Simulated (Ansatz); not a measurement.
## Resistivity from frozen vibrations: Al(111) with 4 thermally displaced layers, 2x2

Wanted: the phonon-limited resistivity of Al at 180 K by the Landauer route.

Program: Ansatz 0.2.0. Level of theory: Ansatz plane-wave DFT, PBE, PAW files; ballistic transport by layer matching (Landauer), zero bias; PAW set soft_1. Results are calculated unless marked as measured.

Most raw output is cut from this account.

## (1) Set-up

The cell holds 40 atoms: 40 Al. Its edges and angles: a = 5.725 Å, b = 5.725 Å, c = 23.429 Å, α = 93.5°, β = 86.5°, γ = 120.0°. It derives from Al. Regions: lead, 24 atoms (24 Al); scattering region, 16 atoms (16 Al). The structure is stacked along c, and the current runs across the ab planes.

## (2) With 4 displaced layers

Each atom of 4 layers is moved at random, by amounts drawn from a normal law 0.078 Å wide in each direction from the Debye model (428 K) at 180 K. The layers about the cell's end stay perfect and serve as the lead. Disorder leaves little or no symmetry, which makes such runs dear. Energies from -0.05 to 0.05 eV in steps of 0.05 eV are too few for the program's thermal sum, so it prints no conductance; for a metal the transmission near the Fermi level serves, at a fraction of the cost.

File input.yaml:

```yaml
crystal:
  lattice:
    - [5.7246940741, 0.0, 0.0]
    - [-2.862347037, 4.957730497, 0.0]
    - [1.4311735185, -0.8262884162, 23.3709656917]
  atoms:
    - { symbol: Al, position: [0.9916666667, 0.0083333333, 0.05] }
    - { symbol: Al, position: [0.9916666667, 0.5083333333, 0.05] }
    - { symbol: Al, position: [0.4916666667, 0.0083333333, 0.05] }
    - { symbol: Al, position: [0.4916666667, 0.5083333333, 0.05] }
    - { symbol: Al, position: [0.1416666667, 0.3583333333, 0.15] }
    - { symbol: Al, position: [0.1416666667, 0.8583333333, 0.15] }
    - { symbol: Al, position: [0.6416666667, 0.3583333333, 0.15] }
    - { symbol: Al, position: [0.6416666667, 0.8583333333, 0.15] }
[... 28 atom lines left out ...]
    - { symbol: Al, position: [0.8416666667, 0.1583333333, 0.95] }
    - { symbol: Al, position: [0.8416666667, 0.6583333333, 0.95] }
    - { symbol: Al, position: [0.3416666667, 0.1583333333, 0.95] }
    - { symbol: Al, position: [0.3416666667, 0.6583333333, 0.95] }
kpoints:
  mp_grid: { grid: [5, 5, 1] }
hamiltonian:
  xc: pbe
  pseudopotentials: { kind: paw, azcp: { folder: soft_1 } }
scf:
  occupations: { method: fermi_dirac, width: 0.1 }
output:
  transmission:
    leads: [[0, 4]]
    kmesh: [10, 10]
    e_range: [-0.05, 0.05]
    de: 0.05
  write_potential: true
  write_density: true
  volumetric_format: npy
  elf: true
```

Launch:

```sh
$ ansatz run input.yaml --threads 4 --pin off --max-ram 15360MiB --backend cpu --events-out ev --progress --plain --runs-dir out
```

The job ended after 8.1 min (4 threads of Arm Neoverse V1, shared host; peak memory 1.7 GiB).

This step gave:

| Property | Result |
| --- | --- |
| free energy | -21499.5589 eV |
| energy at zero smearing | -21499.2358 eV |
| Fermi energy | 7.933 eV |
| cell area | 28.38 Å² |
| transmission per spin nearest the Fermi level | 5.152 |
| open channels per spin nearest the Fermi level | 5.41 |
| step of the lead's potential | 6.7 meV |

Per spin. Transmission, zone mean against energy, zero at the Fermi level:

| energy (eV) | transmission, zone mean |
| --- | --- |
| -0.0500 | 5.06 |
| 0.0000 | 5.15 |
| 0.0500 | 5.25 |

Per spin. Open channels, zone mean, lead against energy, zero at the Fermi level:

| energy (eV) | open channels, zone mean, lead |
| --- | --- |
| -0.0500 | 5.29 |
| 0.0000 | 5.41 |
| 0.0500 | 5.55 |

Transmission over k1 and k2. At 0.0000 eV from the Fermi level.

Values, 10 rows by 10 columns:
```
4.84 5.42 5.70 4.11 5.65 5.27 4.77 2.99 3.89 2.99
3.94 5.60 4.76 6.83 6.83 4.75 5.48 3.76 3.91 3.97
3.91 4.52 6.85 6.84 6.56 6.86 6.85 4.33 3.81 2.98
4.79 5.65 6.84 6.79 5.93 5.94 6.69 6.84 5.53 4.78
3.92 5.21 4.75 6.83 5.94 6.94 5.94 6.83 4.75 5.21
4.79 4.78 5.53 6.84 6.69 5.94 5.93 6.79 6.84 5.65
3.91 2.98 3.81 4.33 6.85 6.86 6.56 6.84 6.85 4.52
3.94 3.97 3.91 3.76 5.48 4.75 6.83 6.83 4.76 5.60
4.84 2.99 3.89 2.99 4.77 5.27 5.65 4.11 5.70 5.42
3.86 4.75 3.67 3.71 4.70 3.86 4.70 3.71 3.67 4.75
```
Columns: k1 (b1) from -0.5 to 0.4; rows upwards: k2 (b2) from -0.5 to 0.4.

Open channels over k1 and k2. At 0.0000 eV from the Fermi level.

Ten even steps from '0' (3.00) to '9' (7.00):
```
5775775020
2759957222
2599999520
5799779975
2759797957
5579977997
2025999995
2222759957
5020577577
2522525225
```
Columns: k1 (b1) from -0.5 to 0.4; rows upwards: k2 (b2) from -0.5 to 0.4.

Valence density in the ca plane at fractional y = 0.121, with atoms of Al within 0.2 Å of it. It is the smooth field of the valence electrons, not physical close to the nuclei.

Ten even steps from '0' (0.06 e/Å³) to '9' (0.24 e/Å³), each cell a mean:
```
76445677677511599887533345656752147877765446
76666778777755788888643346656750027877754334
77777545777888776789765567766773248877764335
77787424787898655689877777776788888778876556
77677546888998654578877875676679987778887667
76556778999877765566666776677789987677788778
76445678888523675555544678887887788778887778
76444677788301576554433468888862258878876556
76556788888633675555433467877850027877764335
77667667877776655555544578877762147777754334
77787424776776544566666778876676567677765445
77777424776676544567777876775556665568886567
76667667777787654567767876665445655567788778
76545788777766776677655677775556665677788778
76444677677522588777543457765676577778877667
```
Columns run along c (16.0 Å, from fractional 0.16 to 0.84 of the cell), rows up along a (5.7 Å). Atoms in or near the plane, at fractional coordinates: Al at (0.65, 0.88), Al at (0.65, 0.42).

ELF in the ca plane at fractional y = 0.121, with atoms of Al within 0.2 Å of it. It is the smooth field of the valence electrons, not physical close to the nuclei.

Ten even steps from '0' (0.06) to '9' (0.65), each cell a mean:
```
87545799888300289998642357878950028999975446
98767778888732588999743457878840506998864235
98887324888998777899866678988861016888874335
99897101788999755689988887787787667789986557
98887314899999754689999964577789987677788888
97667778999866765678877864578789987676689999
86545789998300477677655678898886577778888889
86445789997100388776533479999940027889986567
97656789998411588777533468999931407988874335
98777547999876777788654579999950027988864235
99897202788898655689877777888886578889975446
98897202688887644679999964677779987788987667
98777546888998755678989975677678876677789889
87556899989854677788777788987789987777789999
86445788888400389888644578988886578889987778
```
Columns run along c (16.0 Å, from fractional 0.16 to 0.84 of the cell), rows up along a (5.7 Å). Atoms in or near the plane, at fractional coordinates: Al at (0.65, 0.88), Al at (0.65, 0.42).

Electrostatic potential energy in the ca plane at fractional y = 0.121, with atoms of Al within 0.2 Å of it. With pseudopotentials it is smooth inside the atoms' cores, unlike the true potential.

Values in eV, 8 rows by 16 columns, each cell a mean:
```
 7.4  6.5  2.2  5.0 -2.6 -2.0  7.5  8.4  9.5  8.5  4.3  1.7 -1.6  7.7  8.0  9.0
 7.5 -0.5 -4.7  4.0  2.4  5.2  6.6  6.2  5.8  1.5  5.4 -2.8 -1.4  6.8  7.4  9.0
 7.4  1.5 -6.1  3.6  1.2  6.7  6.7  5.5  0.8 -7.4  5.8  4.2  6.3  0.5 -0.4  5.7
 6.9  8.3  5.3  2.7 -1.3 -0.6  8.4  8.3  5.7 -1.0  4.7 -3.7  1.9  2.2  0.8  5.8
 7.4  6.5  2.3  3.7 -2.4 -0.7  8.8  9.2  8.9  7.3  3.3  3.7 -1.5  7.7  8.0  9.0
 7.5 -0.6 -4.8  4.0  3.7  7.1  7.5  7.3  4.3 -0.6  5.8 -3.5  0.6  7.0  7.4  9.0
 7.4  1.5 -6.0  4.5  4.1  7.2  6.1  5.4  0.7 -6.9  6.9  7.0  7.9  0.7 -0.4  5.7
 6.8  8.3  5.2  5.2 -4.3 -1.1  7.4  7.7  6.8  2.4  6.9 -1.6  3.8  2.2  0.7  5.7
```
Columns run along c (16.0 Å, from fractional 0.16 to 0.84 of the cell; values clipped at the 3rd and 97th percentile), rows up along a (5.7 Å). Atoms in or near the plane, at fractional coordinates: Al at (0.65, 0.88), Al at (0.65, 0.42).

Over the solved energies the transmission per spin lies between 5.06 and 5.25, out of 5.42 channels of the lead on average (up to 5.55).

## (3) With 8 displaced layers

Each atom of 8 layers is moved at random, by amounts drawn from a normal law 0.078 Å wide in each direction from the Debye model (428 K) at 180 K. A fresh draw is used; the growth of the resistance with length is what counts.

System of this step: Al(111) with 8 thermally displaced layers, 2x2. The cell holds 56 atoms: 56 Al. Cell: a = 5.725 Å, b = 5.725 Å, c = 32.761 Å, α = 87.5°, β = 92.5°, γ = 120.0°. It derives from Al. Regions: lead, 24 atoms (24 Al); scattering region, 32 atoms (32 Al). The structure is stacked along c, and the current runs across the ab planes.

File input.yaml:

```yaml
crystal:
  lattice:
    - [5.7246940741, 0.0, 0.0]
    - [-2.862347037, 4.957730497, 0.0]
    - [-1.4311735185, 0.8262884162, 32.7193519684]
  atoms:
    - { symbol: Al, position: [0.005952381, 0.994047619, 0.0357142857] }
    - { symbol: Al, position: [0.005952381, 0.494047619, 0.0357142857] }
    - { symbol: Al, position: [0.505952381, 0.994047619, 0.0357142857] }
    - { symbol: Al, position: [0.505952381, 0.494047619, 0.0357142857] }
    - { symbol: Al, position: [0.1845238095, 0.3154761905, 0.1071428571] }
    - { symbol: Al, position: [0.1845238095, 0.8154761905, 0.1071428571] }
    - { symbol: Al, position: [0.6845238095, 0.3154761905, 0.1071428571] }
    - { symbol: Al, position: [0.6845238095, 0.8154761905, 0.1071428571] }
[... 44 atom lines left out ...]
    - { symbol: Al, position: [0.3273809524, 0.1726190476, 0.9642857143] }
    - { symbol: Al, position: [0.3273809524, 0.6726190476, 0.9642857143] }
    - { symbol: Al, position: [0.8273809524, 0.1726190476, 0.9642857143] }
    - { symbol: Al, position: [0.8273809524, 0.6726190476, 0.9642857143] }
kpoints:
  mp_grid: { grid: [5, 5, 1] }
hamiltonian:
  xc: pbe
  pseudopotentials: { kind: paw, azcp: { folder: soft_1 } }
scf:
  occupations: { method: fermi_dirac, width: 0.1 }
output:
  transmission:
    leads: [[0, 4]]
    kmesh: [10, 10]
    e_range: [-0.05, 0.05]
    de: 0.05
  write_potential: true
  write_density: true
  volumetric_format: npy
```

Wall time 12 min (4 threads); peak memory 3.1 GiB.

This step gave:

```yaml
free_energy: -30098.7581 eV
energy_at_zero_smearing: -30098.3098 eV
fermi_energy: 7.939 eV
transmission_per_spin_nearest_the_fermi_level: 4.972
step_of_the_lead_s_potential: 4.7 meV
```

Per spin. The transmission, zone mean by energy, zero at the Fermi level:

| energy (eV) | transmission, zone mean |
| --- | --- |
| -0.0500 | 4.80 |
| 0.0000 | 4.97 |
| 0.0500 | 5.06 |

Over the solved energies the transmission per spin lies between 4.80 and 5.06, out of 5.41 channels of the lead on average (up to 5.59).

## (4) With 12 displaced layers

Each atom of 12 layers is moved at random, by amounts drawn from a normal law 0.078 Å wide in each direction from the Debye model (428 K) at 180 K. A fresh draw is used; the growth of the resistance with length is what counts.

System of this step: Al(111) with 12 thermally displaced layers, 2x2. The cell holds 72 atoms: 72 Al. Its edges and angles: a = 5.725 Å, b = 5.725 Å, c = 42.068 Å, α = 90.0°, β = 90.0°, γ = 120.0°. It derives from Al. Regions: lead, 24 atoms (24 Al); scattering region, 48 atoms (48 Al). The structure is stacked along c, and the current runs across the ab planes.

File input.yaml:

```yaml
crystal:
  lattice:
    - [5.7246940741, 0.0, 0.0]
    - [-2.862347037, 4.957730497, 0.0]
    - [0.0, 0.0, 42.0677382451]
  atoms:
    - { symbol: Al, position: [0.0, 0.0, 0.0277777778] }
    - { symbol: Al, position: [0.0, 0.5, 0.0277777778] }
    - { symbol: Al, position: [0.5, 0.0, 0.0277777778] }
    - { symbol: Al, position: [0.5, 0.5, 0.0277777778] }
    - { symbol: Al, position: [0.1666666667, 0.3333333333, 0.0833333333] }
    - { symbol: Al, position: [0.1666666667, 0.8333333333, 0.0833333333] }
    - { symbol: Al, position: [0.6666666667, 0.3333333333, 0.0833333333] }
    - { symbol: Al, position: [0.6666666667, 0.8333333333, 0.0833333333] }
[... 60 atom lines left out ...]
    - { symbol: Al, position: [0.3333333333, 0.1666666667, 0.9722222222] }
    - { symbol: Al, position: [0.3333333333, 0.6666666667, 0.9722222222] }
    - { symbol: Al, position: [0.8333333333, 0.1666666667, 0.9722222222] }
    - { symbol: Al, position: [0.8333333333, 0.6666666667, 0.9722222222] }
kpoints:
  mp_grid: { grid: [5, 5, 1] }
hamiltonian:
  xc: pbe
  pseudopotentials: { kind: paw, azcp: { folder: soft_1 } }
scf:
  occupations: { method: fermi_dirac, width: 0.1 }
output:
  transmission:
    leads: [[0, 4]]
    kmesh: [10, 10]
    e_range: [-0.05, 0.05]
    de: 0.05
  write_potential: true
  write_density: true
  volumetric_format: npy
```

Run time: 14 min. Hardware: 4 threads; peak memory 4.9 GiB.

Numbers from this step:

```yaml
free_energy: -38697.9310 eV
energy_at_zero_smearing: -38697.3210 eV
fermi_energy: 7.949 eV
transmission_per_spin_nearest_the_fermi_level: 4.770
open_channels_per_spin_nearest_the_fermi_level: 5.59
step_of_the_lead_s_potential: 5.9 meV
```

Per spin. Table of transmission, zone mean by energy, zero at the Fermi level:

| energy (eV) | transmission, zone mean |
| --- | --- |
| -0.0500 | 4.61 |
| 0.0000 | 4.77 |
| 0.0500 | 4.70 |

Over the solved energies the transmission per spin lies between 4.61 and 4.77, out of 5.47 channels of the lead on average (up to 5.59).

## (5) The fit

This step: Ansatz plane-wave DFT, PBE, PAW files; ballistic transport by layer matching (Landauer), zero bias; resistivity from the slope of the area resistance; PAW set soft_1 (Ansatz 0.2.0).

Numbers from this step:

```yaml
resistivity: 4.089 µΩ cm
intercept: -0.006828 fΩ m²
scatter_about_the_fit: 0.004159 fΩ m²
```

Resistance, by row:

| run | length (Å) | T | channels N | RA (fΩ m²) |
| --- | --- | --- | --- | --- |
| n4 | 9.348 | 5.155 | 5.417 | 0.03434 |
| n8 | 18.7 | 4.945 | 5.41 | 0.06373 |
| n12 | 28.05 | 4.694 | 5.47 | 0.1108 |

The area resistance by length of the displaced region:

| length of the displaced region (Å) | area resistance (fΩ m²) |
| --- | --- |
| 9.35 | 0.0343 |
| 18.70 | 0.0637 |
| 28.05 | 0.111 |

The area resistance goes from 0.034 to 0.11 fΩ m² between 9.3 and 28.0 Å, a slope of 4.1 µΩ cm.

By hand from the end points: (0.1108 − 0.03434) fΩ m² / (28.05 − 9.35) Å = 4.1 µΩ cm, since 1 fΩ m² per Å is 1000 µΩ cm.

## (6) Outcome

| Quantity | Value |
| --- | --- |
| resistivity from the slope | 4.09 µΩ cm |
| area resistance over 9.35 Å | 0.0343 fΩ m² |
| area resistance over 18.7 Å | 0.0637 fΩ m² |
| area resistance over 28.0 Å | 0.111 fΩ m² |

In words: The slope gives 4.1 µΩ cm. The points scatter by 0.0042 fΩ m² about the line, with one random draw a length in a 2x2 cell, so the slope is a rough value. The mean square of the displacements drawn is 0.78, 0.99 and 1.2 of the nominal one at the three lengths; with each resistance scaled back by that, the slope is 2.7 µΩ cm, the value used below. The lead's own channel count moves between the runs (5.42, 5.41 and 5.47), which shifts RA and the slope too. Read with a model of isotropic scattering on a spherical Fermi surface and the lead's 1.5×10¹⁵ S/m², this slope means a mean free path near 224 Å; over these lengths the model's slope is 1.18 times its bulk resistivity, which would be 2.3 µΩ cm. Uncorrelated displacements put too much weight on short waves, which scatter strongly; with the sideways repeat of a small cell, one draw and three short lengths, the method is good to a factor of two or three.

[Logs are printed without paths, hosts, clocks, repeated set-up lines and the standing remarks that a program may print on its own settings, such as how far it seeks lower states.]

[Hosts, paths, dates, database ids (printed as entryN), source tags and the programs' standing remarks are cut or masked in the printed files.]
